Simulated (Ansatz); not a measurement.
# LiCaCl3 (model cell, started as cubic perovskite with Ca in the octahedra): following an unstable mode, part 3 of 3

Aim: this structure of LiCaCl3 (model cell, started as cubic perovskite with Ca in the octahedra) is to be tested for unstable modes, and one is followed downhill.

Ansatz 0.2.0; DFT PBEsol, scalar-relativistic, plane waves, PAW; PAW set soft_1.

So far. Step 5 (Energy along the mode, all amplitudes (two of the runs …): The lowest of the steps tried is the last one, at 0.6 Å, 32.6 meV/atom below the parent; the bottom of the well need not coincide with a step. Step 7 (The new phase in its own primitive cell): The largest force component left is 0.73 meV/Å and the pressure is 0.001 GPa, within the tolerances set. The cell now holds 30.12 Å³/atom. The relaxed cell has a, b, c = 5.228, 7.347, 7.841 Å (conventional setting).

The structure was built from a prototype and need not be the compound's stable phase.

### 8. Modes of the new phase

A relaxed structure may still be a saddle point, so its zone-centre modes are computed. The response to a homogeneous field gives the Born charges and the dielectric tensor.

input.yaml reads:

```yaml
crystal:
  lattice:
    - [5.2283952647, 0.0, 0.0]
    - [0.0, 3.6736474976, 3.9202531841]
    - [0.0, -3.6736474976, 3.9202531841]
  atoms:
    - { symbol: Li, position: [0.0, 0.1789029052, 0.1789029052] }
    - { symbol: Ca, position: [0.5, 0.4935272313, 0.4935272313] }
    - { symbol: Cl, position: [0.5, 0.4343282748, 0.9886711487] }
    - { symbol: Cl, position: [0.5, 0.9886711487, 0.4343282748] }
    - { symbol: Cl, position: [0.0, 0.4691674935, 0.4691674935] }
kpoints:
  mp_grid: { grid: [4, 4, 4] }
hamiltonian:
  xc: pbesol
  pseudopotentials: { kind: paw, azcp: { folder: soft_1 }, xc_functional: pbe }
scf:
  occupations: { method: fixed }
output:
  eigenvalues: true
phonons:
  method: dfpt
  dielectric: true
  rigid_motions: translations
```

On the command line:

```
> ansatz run input.yaml --threads 4 --pin off --max-ram 16384MiB --backend cpu --events-out ev --progress --plain --runs-dir out
```

Numbers of over 12 decimals in the logs are rounded to 6 here.

Log:

```text
[...]
Crystal: 5 atoms, lattice volume = 150.595 Å³
Basis set: ecut = 420 eV, 2929 PW (Γ), exchange–correlation on 72×72×72 points (8 copies of the dense FFT grid, shifted against one another)
Bands: 22, of which v1, the nominal top of the filled ones, is band 17 counted from 1 (16 counted from 0)
Symmetry: 4 space group operations
k-points: 36 of 64 (irreducible under 1 space group operation, time reversal used)
[...]
SCF iter   1: F=—  HF=-5191.867682 eV  |F-HF|=—  |Δ(HF+E_count)|=         —  Δρ=5.16e-2  dr2=8.29e0  ethr=3.10e-3  ⟨swp⟩=6.5  Hψ=4173  notcnv=0  defer=93
[...]
SCF iter  12: F=-5189.113237 eV  HF=-5189.113237 eV  |F-HF|=1.46e-10  |Δ(HF+E_count)|=   1.25e-9  Δρ=1.21e-7  dr2=5.25e-11  ethr=1.00e-12  ⟨swp⟩=18.6  Hψ=7176  notcnv=0
SCF 1 converged in 12 iterations: F = -5189.113237 eV  dr2 = 5.25e-11
[...]
NSCF: frozen V_eff on 2 k-points
DFPT response loops at Γ: preconditioner auto → none (the input reference at scf.mixing.eps_inf says where Resta's filter doesn't serve); β = 0.50; Broyden in place of MSR1
── the response to a field inside a basis, on 4×4×4 k-points: an SCF that follows is theirs, and a resumed run solves both again ──
Bands: 18, of which v1, the nominal top of the filled ones, is band 17 counted from 1 (16 counted from 0)
k-points: 12 of 64 (time reversal used)
[...]
Eigensolver: Dense (12 Hₖ)
SCF iter   1: F=—  HF=-5189.107908 eV  |F-HF|=—  |Δ(HF+E_count)|=         —  Δρ=8.73e-5  dr2=1.91e-6  ethr=1.00e-1
[...]
SCF iter   3: F=-5189.107911 eV  HF=-5189.107911 eV  |F-HF|=3.15e-9  |Δ(HF+E_count)|=   1.11e-6  Δρ=2.15e-6  dr2=3.77e-9  ethr=1.56e-9
SCF 1 converged in 3 iterations: F = -5189.107911 eV  dr2 = 3.77e-9
[...]
SCF converged after 12 iterations
Free energy (F): -5189.113237 eV
[...]
Internal energy: -5189.113237 eV  (E = F + TS)
E sigma→0 (E₀):  -5189.113237 eV
Fermi energy:    0.327731 eV
[...]
--- Band table (eV; the first three rows and the last of 36) ---
  k-point 0: bands = [... 13 lower, -0.4476, -0.4384, -0.3871, 0.0830, 4.7603, 5.4356, 5.6809, 6.0396, ... 1 higher]
  k-point 1: bands = [... 13 lower, -0.6344, -0.4974, -0.4246, -0.0974, 5.2406, 5.5584, 6.0464, 6.2754, ... 1 higher]
  k-point 2: bands = [... 13 lower, -0.8244, -0.5380, -0.4197, -0.2241, 5.6195, 6.0987, 6.3145, 6.5617, ... 1 higher]
  k-point 35: bands = [... 13 lower, -1.1446, -0.3279, -0.0704, 0.3277, 6.0207, 7.2237, 7.5013, 7.5014, ... 1 higher]
--- Phonons (Γ-DFPT): 12 representative perturbations + reference, on 36 of 64 k-points (Σ response iterations 42) ---
  k mesh reduced under 1 symmetry operation, with k and −k counted as one. Each operation leaves every solved perturbation unchanged. A smaller set is not considered because the run solves the response to a homogeneous field
  ASR residual: 9.530e-5 → 0.000e0 eV/Å²; symmetrization residual: 1.503e-6 eV/Å²
  ASR residual per site (eV/Å²): 3.06e-5 9.53e-5 6.72e-5 6.72e-5 1.42e-5
[...]
ε∞ (high-frequency dielectric tensor):
        2.514017     0.000000     0.000000
        0.000000     2.478861     0.000000
        0.000000     0.000000     2.424539
  softest optical mode at Γ: -199.86 cm⁻¹; the repairs (sum rule, projections) moved no ω² at Γ by more than (1.45 cm⁻¹)²
  Born effective charges Z* (e; rows j = field, columns β = displacement):
    site 0:
         1.37812    0.00000    0.00000
         0.00000    1.05759    0.00000
        -0.00000    0.00000    0.99478
    site 1:
         2.35730    0.00000    0.00000
         0.00000    2.35229    0.00000
        -0.00000    0.00000    2.44881
    site 2:
        -0.93759   -0.00000    0.00000
        -0.00000   -1.38025    0.63467
         0.00000    0.59624   -1.29432
    site 3:
        -0.93759    0.00000    0.00000
         0.00000   -1.38025   -0.63467
        -0.00000   -0.59624   -1.29432
    site 4:
        -1.86024    0.00000    0.00000
         0.00000   -0.64939    0.00000
        -0.00000    0.00000   -0.85496
  Z* charge neutrality: 5.835e-3 e pre-enforcement
  solved inside a basis spanned on kpoints, on 4×4×4 k-points, its susceptibility summed on 8×8×8: ε∞ is read to err by 5.0e-3, Z* by 1.3e-2 e (field_mesh: kpoints solves on kpoints); Z* is corrected for what the basis lacks
  optical modes at Γ without the LO–TO term, one row a degenerate level:
      ω (cm⁻¹)  modes    IR ((D/Å)²/amu)
       -199.86      1             7.7547
        -87.23      1             4.9069
        -46.01      1             0.0000
         11.98      1             0.0424
         90.55      1             0.1754
         95.52      1             0.0332
        124.35      1             0.1453
        125.70      1             1.3627
        242.08      1             5.0570
        260.56      1             4.8383
        316.28      1             5.0086
        376.90      1             3.6264
  optical modes at Γ + LO–TO along q̂ = [1.0000, 0.0000, 0.0000]:
      ω (cm⁻¹)  modes    IR ((D/Å)²/amu)
        -87.23      1             4.9069
        -80.03      1             4.1244
        -46.01      1             0.0000
         11.98      1             0.0424
         90.55      1             0.1754
         95.52      1             0.0332
        125.70      1             1.3627
        129.99      1             0.4271
        242.08      1             5.0570
        260.56      1             4.8383
[...]
optical modes at Γ + LO–TO along q̂ = [0.0000, 1.0000, 0.0000]:
      ω (cm⁻¹)  modes    IR ((D/Å)²/amu)
[...]
optical modes at Γ + LO–TO along q̂ = [0.0000, 0.0000, 1.0000]:
      ω (cm⁻¹)  modes    IR ((D/Å)²/amu)
       -199.86      1             7.7547
        -87.23      1             4.9069
        -46.01      1             0.0000
         11.98      1             0.0424
         90.55      1             0.1754
         95.88      1             0.0041
        124.35      1             0.1453
        142.64      1             0.4272
        242.08      1             5.0570
        299.53      1             2.4980
        316.28      1             5.0086
        416.18      1             6.9313
```

Wall time 61 s (4 threads of Arm Neoverse V1, shared host); peak memory 0.93 GiB.

This step gave:

```
sum-rule residual before enforcement                    : 9.53e-5 eV/Å²
miss of the charge sum rule                             : 0.005835 e
estimated error of the dielectric tensor                : 0.004974
estimated error of the Born charges                     : 0.01266 e
point group                                             : mm2
highest optical mode at the zone centre (no LO-TO term) : 376.9 cm⁻¹
lowest optical zone-centre mode                         : -199.9 cm⁻¹
mean high-frequency dielectric constant                 : 2.472
largest Born charge (third of the trace)                : 2.386 e
top of the zone-centre spectrum with the field          : 416.2 cm⁻¹
```

Without the LO-TO term. Patterns of degenerate modes are one choice out of their space. The modes at Γ (shares of kinetic energy by element, %) (negative means imaginary):

| mode | frequency (cm⁻¹) | symmetry | Li % | Ca % | Cl % |
| --- | --- | --- | --- | --- | --- |
| 1 | -199.9 | B1 | 88 | 0 | 11 |
| 2 | -87.2 | B2 | 89 | 0 | 11 |
| 3 | -46.0 | A2 | 0 | 0 | 100 |
| 4 | 0.0 | acoustic | 5 | 26 | 69 |
| 5 | 0.0 | acoustic | 5 | 26 | 69 |
| 6 | 0.0 | acoustic | 5 | 26 | 69 |
| 7 | 12.0 | B2 | 0 | 1 | 99 |
| 8 | 90.5 | B2 | 7 | 34 | 59 |
| 9 | 95.5 | A1 | 6 | 2 | 92 |
| 10 | 124.3 | B1 | 7 | 32 | 61 |
| 11 | 125.7 | A1 | 1 | 43 | 56 |
| 12 | 242.1 | B2 | 0 | 38 | 62 |
| 13 | 260.6 | A1 | 0 | 29 | 71 |
| 14 | 316.3 | B1 | 0 | 42 | 58 |
| 15 | 376.9 | A1 | 88 | 0 | 12 |

Displacements in mode 1 (-199.9 cm⁻¹), the largest set to 1:
```
Li1  1.00  0.00  0.00
Ca2  0.02  0.00  0.00
Cl3 -0.11  0.00  0.00
Cl4 -0.11  0.00  0.00
Cl5  0.01  0.00  0.00
```

Displacements in mode 14 (316.3 cm⁻¹), the largest set to 1:
```
Li1  0.00  0.00  0.00
Ca2 -0.80  0.00  0.00
Cl3 -0.05  0.00  0.00
Cl4 -0.05  0.00  0.00
Cl5  1.00  0.00  0.00
```

Optical modes at the zone centre, without and with the macroscopic field of the longitudinal modes; each column is sorted by frequency, so a row need not hold one and the same mode. Modes with and without the field, by row:

| rank among optical modes | no field (cm⁻¹) | q along (1, 0, 0) (cm⁻¹) | q along (0, 1, 0) (cm⁻¹) | q along (0, 0, 1) (cm⁻¹) |
| --- | --- | --- | --- | --- |
| 1 | -199.9 | -87.2 | -199.9 | -199.9 |
| 2 | -87.2 | -80 | -46 | -87.2 |
| 3 | -46 | -46 | 5 | -46 |
| 4 | 12 | 12 | 79 | 12 |
| 5 | 90.5 | 90.5 | 95.5 | 90.5 |
| 6 | 95.5 | 95.5 | 112.5 | 95.9 |
| 7 | 124.3 | 125.7 | 124.3 | 124.3 |
| 8 | 125.7 | 130 | 125.7 | 142.6 |
| 9 | 242.1 | 242.1 | 260.6 | 242.1 |
| 10 | 260.6 | 260.6 | 314 | 299.5 |
| 11 | 316.3 | 371.2 | 316.3 | 316.3 |
| 12 | 376.9 | 376.9 | 376.9 | 416.2 |

Born charge (rows field, columns displacement) (e), principal values of the symmetric part by kind of site:

| atom | atoms with these values | low | middle | high | mean |
| --- | --- | --- | --- | --- | --- |
| Li1 | 1 | 0.99 | 1.06 | 1.38 | 1.14 |
| Ca2 | 1 | 2.35 | 2.36 | 2.45 | 2.39 |
| Cl3 | 2 | -1.95 | -0.94 | -0.72 | -1.20 |
| Cl5 | 1 | -1.86 | -0.85 | -0.65 | -1.12 |

In full for Ca2:

```
2.36 0.00 0.00
0.00 2.35 0.00
0.00 0.00 2.45
```

High-frequency dielectric tensor:

```
2.51 0.00 0.00
0.00 2.48 0.00
0.00 0.00 2.42
```

Transverse modes; imaginary modes are left out. Infrared lines, with heights relative to the strongest:

| position (cm⁻¹) | relative intensity |
| --- | --- |
| 12 | 0.8 |
| 90 | 3.5 |
| 96 | 0.7 |
| 124 | 2.9 |
| 126 | 27 |
| 242 | 100 |
| 261 | 96 |
| 316 | 99 |
| 377 | 72 |

Before it was imposed, the acoustic sum rule was missed by 9.5e-5 eV/Å² and the charge sum rule by 0.0058 e. Small misses are needed for a sound result but don't prove that mesh and cutoff are converged. The lowest optical mode is imaginary, 199.9i cm⁻¹, so the energy falls along it.

### 9. Outcome

```
unstable mode of the parent                                                      : q = (0, 0, 0), 181i cm⁻¹
depth at the lowest point sampled                                                : 32.6 meV/atom
largest atomic shift at that point                                               : 0.6 Å
space group reached (within 0.01 Å)                                              : Amm2
energy gained over the parent (first relaxation, on the mesh of the frozen mode) : 126 meV/atom
volume per atom, phase reached                                                   : 30.1 Å³
gap on the k-mesh, phase reached                                                 : 4.43 eV
lowest optical zone-centre mode, phase reached                                   : -200 cm⁻¹
highest optical mode at the zone centre (no LO-TO term), phase reached           : 377 cm⁻¹
```

What this shows: Along this mode the structure falls into Amm2, 126 meV/atom below the parent. At the parent's cell the well is 32.57 meV/atom deep on the steps tried, with its lowest point at a shift of 0.6 Å. That is the last step tried, so the steps alone don't bracket the bottom of the well. Relaxing atoms and cell changes the gain by +93.65 meV/atom against the lowest step (energies at zero smearing). Most of the total comes from this relaxation. The new phase still has an imaginary mode at the zone centre of its cell, so it is a saddle point on the way to a lower structure. Of the 6 patterns followed to their end from this parent, this one ends 109 meV/atom above the lowest, Imma. Each path keeps the symmetry of its pattern, so a lower phase may lie along a pattern not tried. The PAW files were made for PBE and serve the other functionals too. The starting cell was built on a prototype and not taken from a measurement, so the phase need not exist.

[Logs are printed without paths, hosts, clocks, repeated set-up lines and the standing remarks that a program may print on its own settings, such as how far it seeks lower states.]

[Hosts, paths, dates, database ids (printed as entryN), source tags and the programs' standing remarks are cut or masked in the printed files.]
